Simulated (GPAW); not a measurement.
## Work function of 1T-CrSTe monolayer at several levels

Wanted: work functions and dipole of 1T-CrSTe monolayer, with the cost of each level.

Calculated with GPAW 26.7.0; GPAW, PAW setups; layer in a repeated cell with vacuum, relaxation of atoms and in-plane cell, in the first sound run; inputs show where later runs differ.

### Step 1. The starting structure

The cell holds 3 atoms: 1 Te, 1 Cr and 1 S. Cell: a = 3.365 Å, b = 3.365 Å, c = 21.074 Å, α = 90.0°, β = 90.0°, γ = 120.0°. Vacuum lies along c.

Structure file:

```cif
data_structure
_symmetry_space_group_name_H-M 'P 1'
_symmetry_Int_Tables_number 1
_cell_length_a 3.3650
_cell_length_b 3.3650
_cell_length_c 21.0736
_cell_angle_alpha 90.000
_cell_angle_beta 90.000
_cell_angle_gamma 120.000
_cell_volume 206.65
loop_
_atom_site_label
_atom_site_type_symbol
_atom_site_fract_x
_atom_site_fract_y
_atom_site_fract_z
_atom_site_occupancy
Te1 Te 0.66667 0.33333 0.42707 1
Cr2 Cr 0.00000 0.00000 0.51267 1
S3 S 0.33333 0.66667 0.57293 1
```

### Step 2. Relaxing the atoms

The atoms are relaxed first, since the surface dipole, and with it the work function, follows the positions of the outer layers.

Contents of run.py:

```python
import json
import numpy as np
from ase import Atoms
from ase.filters import FrechetCellFilter
from ase.optimize import BFGS
from gpaw import GPAW, PW

slab = Atoms(
    ['Te', 'Cr', 'S'],
    positions=[
        [1.68250, 0.97139, 9.00000],
        [0.00000, 0.00000, 10.80372],
        [-0.00000, 1.94278, 12.07361]],
    cell=[[3.365, 0.0, 0.0], [-1.6825, 2.91418, 0.0], [0.0, 0.0, 21.0736]],
    pbc=[True, True, True],
    magmoms=[0.0, 3.0, 0.0])

slab.calc = GPAW(mode=PW(600), xc='PBE', kpts={'size': (9, 9, 1), 'gamma': True},
                 occupations={'name': 'fermi-dirac', 'width': 0.05}, nbands='160%',
                 convergence={'density': 1e-05}, maxiter=200,
                 symmetry={'tolerance': 1e-3}, txt='slab.txt')
result = {}
# The in-plane cell is free; stress needs a cell that repeats along all three vectors
path = []
opt = BFGS(FrechetCellFilter(slab, mask=[1, 1, 0, 0, 0, 1]), maxstep=0.2)
opt.attach(lambda: path.append((slab.get_potential_energy(), slab.positions.tolist(), slab.get_forces().tolist())))
result['relaxed'] = bool(opt.run(fmax=0.02, steps=45))
result['path'] = path
result['cell'] = slab.cell.tolist()
print('in-plane lattice', slab.cell.cellpar().round(4)[[0, 1, 5]])
energy = slab.get_potential_energy()
fermi = slab.calc.get_fermi_level()
v = slab.calc.get_electrostatic_potential().mean((0, 1)) - fermi
n = slab.calc.get_pseudo_density().mean((0, 1))
L = slab.cell[2, 2]
z = np.arange(len(v)) * L / len(v)
low, high = slab.positions[:, 2].min(), slab.positions[:, 2].max()
below, above = np.interp([low - 6.8, high + 6.8], z, v)
slopes = [np.interp(x, z, np.gradient(v, z)) for x in (low - 6.8, high + 6.8)]
eps = np.array([[slab.calc.get_eigenvalues(k, s) for k in range(len(slab.calc.get_ibz_k_points()))]
                for s in range(slab.calc.get_number_of_spins())]) - fermi
top, bottom = eps[eps < 0].max(), eps[eps > 0].min()
dipole = slab.get_dipole_moment()[2]
print(f'energy {energy:.4f} eV, Fermi level {fermi:.4f} eV, dipole {dipole:.5f} e A')
print(f'potential 6.8 A off the faces, from the Fermi level: lower {below:.4f} eV, upper {above:.4f} eV')
print(f'slope of the potential there: lower {slopes[0]:.5f}, upper {slopes[1]:.5f} eV/A')
print(f'nearest levels on the mesh: {top:.4f} and {bottom:.4f} eV')
print('magnetic moment', round(slab.get_magnetic_moment(), 3))
result.update(energy=energy, fermi=fermi, dipole=dipole, below=below, above=above, slopes=slopes, edges=[top, bottom],
              z=z.tolist(), v=v.tolist(), n=n.tolist(), positions=slab.positions.tolist(),
              forces=slab.get_forces(apply_constraint=False).tolist(), moments=slab.get_magnetic_moments().tolist())
json.dump(result, open('result.json', 'w'))
```

Run with:

```sh
> OMP_NUM_THREADS=1 OPENBLAS_NUM_THREADS=1 python run.py
```

The program printed:

```text
Step          Energy          fmax
BFGS:    0      -17.826568        1.332899
BFGS:    1      -17.879205        0.967858
BFGS:    2      -17.961774        0.264361
BFGS:    3      -17.965881        0.176994
BFGS:    4      -17.968444        0.130745
BFGS:    5      -17.969594        0.088791
BFGS:    6      -17.970080        0.069976
BFGS:    7      -17.970389        0.084824
BFGS:    8      -17.970886        0.089249
BFGS:    9      -17.971580        0.079394
BFGS:   10      -17.972146        0.048802
BFGS:   11      -17.972340        0.011767
in-plane lattice [  3.4667   3.4667 120.    ]
energy -17.9662 eV, Fermi level -1.7473 eV, dipole -0.06749 e A
potential 6.8 A off the faces, from the Fermi level: lower 5.0838 eV, upper 5.3271 eV
slope of the potential there: lower -0.05548, upper -0.05556 eV/A
nearest levels on the mesh: -0.0252 and 0.1156 eV
magnetic moment 2.509
```

Elapsed: 8 min, on 1 thread of Arm Neoverse V2, shared host; peak memory 0.52 GiB.

Numbers from this step:

```
dipole along the normal                    : -0.06749 e·Å
levels nearest the Fermi level on the mesh : -0.02522, 0.1156 eV from the Fermi level
site moments                               : -0.09826, 2.507, -0.09012 μB
sum of the site moments                    : 2.319 μB
```

Table of electrostatic potential energy of an electron (without an applied field's), less the Fermi level, planar mean by z:

```csv
z (Å),"electrostatic potential energy of an electron (without an applied field's), less the Fermi level, planar mean (eV)"
0.0,5.20
0.5,5.18
1.0,5.15
1.5,5.12
2.0,5.09
2.5,5.06
3.0,5.04
3.5,5.01
4.0,4.98
4.5,4.95
5.0,4.92
5.5,4.89
6.0,4.85
6.5,4.78
7.0,4.53
7.5,3.61
8.0,0.0865
8.5,-11.2
9.0,-21.5
9.5,-8.95
10.0,-2.10
10.5,-7.01
11.0,-11.5
11.5,-8.01
12.0,-15.7
12.5,-4.07
13.0,3.47
13.5,5.17
14.0,5.50
14.5,5.55
15.0,5.54
15.5,5.51
16.0,5.48
16.5,5.46
17.0,5.43
17.5,5.40
18.0,5.37
18.5,5.35
19.0,5.32
19.5,5.29
20.0,5.26
20.5,5.24
```

The pseudo valence density, planar mean oscillates, so the rows of the table below give means over windows of 0.5 Å about each position, cut where the curve ends. Its maxima inside the range that stand out by 2 % of the span (Å: e/Å³): 8.43: 0.311, 9.48: 0.347, 10.89: 0.505, 11.59: 0.487, 12.29: 0.368. Its minima: 8.96: 0.102, 10.01: 0.262, 11.24: 0.475, 12.12: 0.354.

The pseudo valence density, planar mean by z; means over each step:

z (Å), pseudo valence density, planar mean (e/Å³) and a bar:
```
      5.0      0.000 
      5.5      0.000 
      6.0      0.001 
      6.5      0.003 
      7.0      0.014 #
      7.5      0.056 ###
      8.0      0.179 ###########
      8.5      0.269 ################
      9.0      0.163 ##########
      9.5      0.315 ###################
     10.0      0.276 #################
     10.5      0.349 #####################
     11.0      0.489 ##############################
     11.5      0.478 #############################
     12.0      0.394 ########################
     12.5      0.311 ###################
     13.0      0.126 ########
     13.5      0.029 ##
     14.0      0.006 
     14.5      0.001 
     15.0      0.000 
     15.5      0.000 
     16.0      0.000
```

Site moment by atom:

```
atom  site moment (μB)
 Te1             -0.10
 Cr2              2.51
  S3             -0.09
```

The relaxation lowered the energy of the cell by 0.147 eV (energies extrapolated to zero smearing; the optimiser's log prints free energies). The largest force left on a free atom is 0.012 eV/Å.

### Step 3. Plane waves, PBE

With the geometry fixed, the planar mean of the potential gives the vacuum level on each side.

This step: GPAW, PAW setups; slab in vacuum (GPAW 26.7.0).

Changes to run.py since step 2:

```diff
@@ -3,4 +3,2 @@
 from ase import Atoms
-from ase.filters import FrechetCellFilter
-from ase.optimize import BFGS
 from gpaw import GPAW, PW
@@ -10,22 +8,15 @@
     positions=[
-        [1.68250, 0.97139, 9.00000],
-        [0.00000, 0.00000, 10.80372],
-        [-0.00000, 1.94278, 12.07361]],
-    cell=[[3.365, 0.0, 0.0], [-1.6825, 2.91418, 0.0], [0.0, 0.0, 21.0736]],
-    pbc=[True, True, True],
+        [1.73337, 1.00076, 9.00000],
+        [-0.00000, -0.00000, 10.92807],
+        [-0.00000, 2.00152, 12.09155]],
+    cell=[[3.46674, -0.0, 0.0], [-1.73337, 3.00229, 0.0], [0.0, 0.0, 21.0915]],
+    pbc=[True, True, False],
     magmoms=[0.0, 3.0, 0.0])
 
-slab.calc = GPAW(mode=PW(600), xc='PBE', kpts={'size': (9, 9, 1), 'gamma': True},
+slab.calc = GPAW(mode=PW(400), xc='PBE', kpts={'size': (9, 9, 1), 'gamma': True},
                  occupations={'name': 'fermi-dirac', 'width': 0.05}, nbands='160%',
                  convergence={'density': 1e-05}, maxiter=200,
+                 poissonsolver={'dipolelayer': 'xy'},
                  symmetry={'tolerance': 1e-3}, txt='slab.txt')
 result = {}
-# The in-plane cell is free; stress needs a cell that repeats along all three vectors
-path = []
-opt = BFGS(FrechetCellFilter(slab, mask=[1, 1, 0, 0, 0, 1]), maxstep=0.2)
-opt.attach(lambda: path.append((slab.get_potential_energy(), slab.positions.tolist(), slab.get_forces().tolist())))
-result['relaxed'] = bool(opt.run(fmax=0.02, steps=45))
-result['path'] = path
-result['cell'] = slab.cell.tolist()
-print('in-plane lattice', slab.cell.cellpar().round(4)[[0, 1, 5]])
 energy = slab.get_potential_energy()
```

The program printed:

```text
energy -17.9090 eV, Fermi level -1.7567 eV, dipole -0.05019 e A
potential 6.8 A off the faces, from the Fermi level: lower 4.7808 eV, upper 5.6499 eV
slope of the potential there: lower 0.00003, upper -0.00004 eV/A
nearest levels on the mesh: -0.0204 and 0.1170 eV
magnetic moment 2.507
```

Elapsed: 30 s, on 1 thread; peak memory 0.23 GiB.

This step gave:

| Quantity | Value |
| --- | --- |
| dipole along the normal | -0.05019 e·Å |
| levels nearest the Fermi level on the mesh | -0.02036, 0.1170 eV from the Fermi level |
| upper work function | 5.650 eV |
| lower work function | 4.781 eV |
| site moments | -0.09823, 2.504, -0.09016 μB |
| sum of the site moments | 2.316 μB |

The electrostatic potential energy of an electron (without an applied field's), less the Fermi level, planar mean by z:

```csv
z (Å),"electrostatic potential energy of an electron (without an applied field's), less the Fermi level, planar mean (eV)"
0,5.22
1,4.78
2,4.78
3,4.78
4,4.78
5,4.78
6,4.77
7,4.53
8,0.613
9,-21.6
10,-2.20
11,-11.7
12,-15.3
13,3.12
14,5.54
15,5.65
16,5.65
17,5.65
18,5.65
19,5.65
20,5.65
```

The pseudo valence density, planar mean oscillates, so the rows of the table below give means over windows of 1 Å about each position, cut where the curve ends. Its maxima inside the range that stand out by 2 % of the span (Å: e/Å³): 8.4: 0.301, 9.5: 0.339, 11.0: 0.509, 11.6: 0.487. Its minima: 9.0: 0.106, 10.1: 0.259, 11.4: 0.473.

Pseudo valence density, planar mean against z; means over each step:

z (Å), pseudo valence density, planar mean (e/Å³) and a bar:
```
        4      0.000 
        5      0.000 
        6      0.001 
        7      0.016 #
        8      0.169 ###########
        9      0.217 ##############
       10      0.296 ###################
       11      0.455 ##############################
       12      0.411 ###########################
       13      0.155 ##########
       14      0.009 #
       15      0.000 
       16      0.000
```

The potential is flat to 3.7e-5 eV/Å where it is read, so the vacuum is wide enough.

### Step 4. OptPBE vdW: xc = "optPBE-vdW"

The same geometry under optPBE-vdW, to see how far the functional moves the levels against the vacuum (the van der Waals functionals take revPBE setups).

Changes to run.py since step 3:

```diff
@@ -15,3 +15,3 @@
 
-slab.calc = GPAW(mode=PW(400), xc='PBE', kpts={'size': (9, 9, 1), 'gamma': True},
+slab.calc = GPAW(mode=PW(400), xc='optPBE-vdW', kpts={'size': (9, 9, 1), 'gamma': True},
                  occupations={'name': 'fermi-dirac', 'width': 0.05}, nbands='160%',
```

The program printed:

```text
energy -46.8948 eV, Fermi level -1.9209 eV, dipole -0.05081 e A
potential 6.8 A off the faces, from the Fermi level: lower 4.9896 eV, upper 5.8694 eV
slope of the potential there: lower 0.00003, upper -0.00004 eV/A
nearest levels on the mesh: -0.0373 and 0.1094 eV
magnetic moment 2.496
```

Elapsed: 37 s, on 1 thread; peak memory 0.36 GiB.

This step gave:

```
dipole along the normal                    : -0.05081 e·Å
levels nearest the Fermi level on the mesh : -0.03734, 0.1094 eV from the Fermi level
upper work function                        : 5.869 eV
lower work function                        : 4.990 eV
site moments                               : -0.09941, 2.499, -0.08625 μB
sum of the site moments                    : 2.313 μB
```

Electrostatic potential energy of an electron (without an applied field's), less the Fermi level, planar mean against z:

| z (Å) | electrostatic potential energy of an electron (without an applied field's), less the Fermi level, planar mean (eV) |
| --- | --- |
| 0 | 5.43 |
| 1 | 4.99 |
| 2 | 4.99 |
| 3 | 4.99 |
| 4 | 4.99 |
| 5 | 4.99 |
| 6 | 4.97 |
| 7 | 4.70 |
| 8 | 0.689 |
| 9 | -21.6 |
| 10 | -2.22 |
| 11 | -11.6 |
| 12 | -15.2 |
| 13 | 3.23 |
| 14 | 5.74 |
| 15 | 5.86 |
| 16 | 5.87 |
| 17 | 5.87 |
| 18 | 5.87 |
| 19 | 5.87 |
| 20 | 5.87 |

The pseudo valence density, planar mean oscillates, so the rows of the table below give means over windows of 1 Å about each position, cut where the curve ends. Its maxima inside the range that stand out by 2 % of the span (Å: e/Å³): 8.4: 0.300, 9.5: 0.339, 11.0: 0.512, 11.6: 0.487. Its minima: 9.0: 0.107, 10.1: 0.258, 11.4: 0.473.

Table of pseudo valence density, planar mean by z; means over each step:

z (Å), pseudo valence density, planar mean (e/Å³) and a bar:
```
        4      0.000 
        5      0.000 
        6      0.001 
        7      0.016 #
        8      0.168 ###########
        9      0.217 ##############
       10      0.295 ###################
       11      0.456 ##############################
       12      0.410 ###########################
       13      0.155 ##########
       14      0.010 #
       15      0.000 
       16      0.000
```

Force by atom:

```
atom  x (eV/Å)  y (eV/Å)  z (eV/Å)   size
 Te1     0.000     0.000    -0.238  0.238
 Cr2     0.000     0.000    -0.032  0.032
  S3     0.000     0.000     0.270  0.270
```

The upper face's work function is 5.869 eV, against 5.650 eV in the first plane-wave PBE run at this geometry.

### Step 5. Self-consistent run: xc = "vdW-DF2"

The same geometry under vdW-DF2, to see how far the functional moves the levels against the vacuum (the van der Waals functionals take revPBE setups).

Changes to run.py since step 4:

```diff
@@ -15,3 +15,3 @@
 
-slab.calc = GPAW(mode=PW(400), xc='optPBE-vdW', kpts={'size': (9, 9, 1), 'gamma': True},
+slab.calc = GPAW(mode=PW(400), xc='vdW-DF2', kpts={'size': (9, 9, 1), 'gamma': True},
                  occupations={'name': 'fermi-dirac', 'width': 0.05}, nbands='160%',
```

The program printed:

```text
energy -192.8722 eV, Fermi level -1.9940 eV, dipole -0.05215 e A
potential 6.8 A off the faces, from the Fermi level: lower 5.1028 eV, upper 6.0059 eV
slope of the potential there: lower 0.00002, upper -0.00003 eV/A
nearest levels on the mesh: -0.0110 and 0.0582 eV
magnetic moment 2.446
```

It took 37 s on 1 thread; peak memory 0.36 GiB.

Numbers from this step:

* dipole along the normal: -0.05215 e·Å
* levels nearest the Fermi level on the mesh: -0.01098, 0.05821 eV from the Fermi level
* upper work function: 6.006 eV
* lower work function: 5.103 eV
* site moments: -0.08611, 2.426, -0.06739 μB
* sum of the site moments: 2.272 μB

The electrostatic potential energy of an electron (without an applied field's), less the Fermi level, planar mean by z:

z (Å), electrostatic potential energy of an electron (without an applied field's), less the Fermi level, planar mean (eV) and a bar from the least value:
```
      0.0        5.6 ##############################
      0.5        5.1 #############################
      1.0        5.1 #############################
      1.5        5.1 #############################
      2.0        5.1 #############################
      2.5        5.1 #############################
      3.0        5.1 #############################
      3.5        5.1 #############################
      4.0        5.1 #############################
      4.5        5.1 #############################
      5.0        5.1 #############################
      5.5        5.1 #############################
      6.0        5.1 #############################
      6.5        5.0 #############################
      7.0        4.8 #############################
      7.5        3.9 ############################
      8.0        0.7 ########################
      8.5       -9.7 #############
      9.0      -21.7 
      9.5      -10.4 ############
     10.0       -2.4 #####################
     10.5       -6.4 #################
     11.0      -11.8 ###########
     11.5       -7.9 ###############
     12.0      -15.2 #######
     12.5       -5.2 ##################
     13.0        3.3 ###########################
     13.5        5.4 #############################
     14.0        5.9 ##############################
     14.5        6.0 ##############################
     15.0        6.0 ##############################
     15.5        6.0 ##############################
     16.0        6.0 ##############################
     16.5        6.0 ##############################
     17.0        6.0 ##############################
     17.5        6.0 ##############################
     18.0        6.0 ##############################
     18.5        6.0 ##############################
     19.0        6.0 ##############################
     19.5        6.0 ##############################
     20.0        6.0 ##############################
     20.5        6.0 ##############################
```

The upper face's work function is 6.006 eV, against 5.650 eV in the first plane-wave PBE run at this geometry.

(Part 1 of 2 ends here.)

[Logs are printed without paths, hosts, clocks, repeated set-up lines and the standing remarks that a program may print on its own settings, such as how far it seeks lower states.]

[Hosts, paths, dates, database ids (printed as entryN), source tags and the programs' standing remarks are cut or masked in the printed files.]
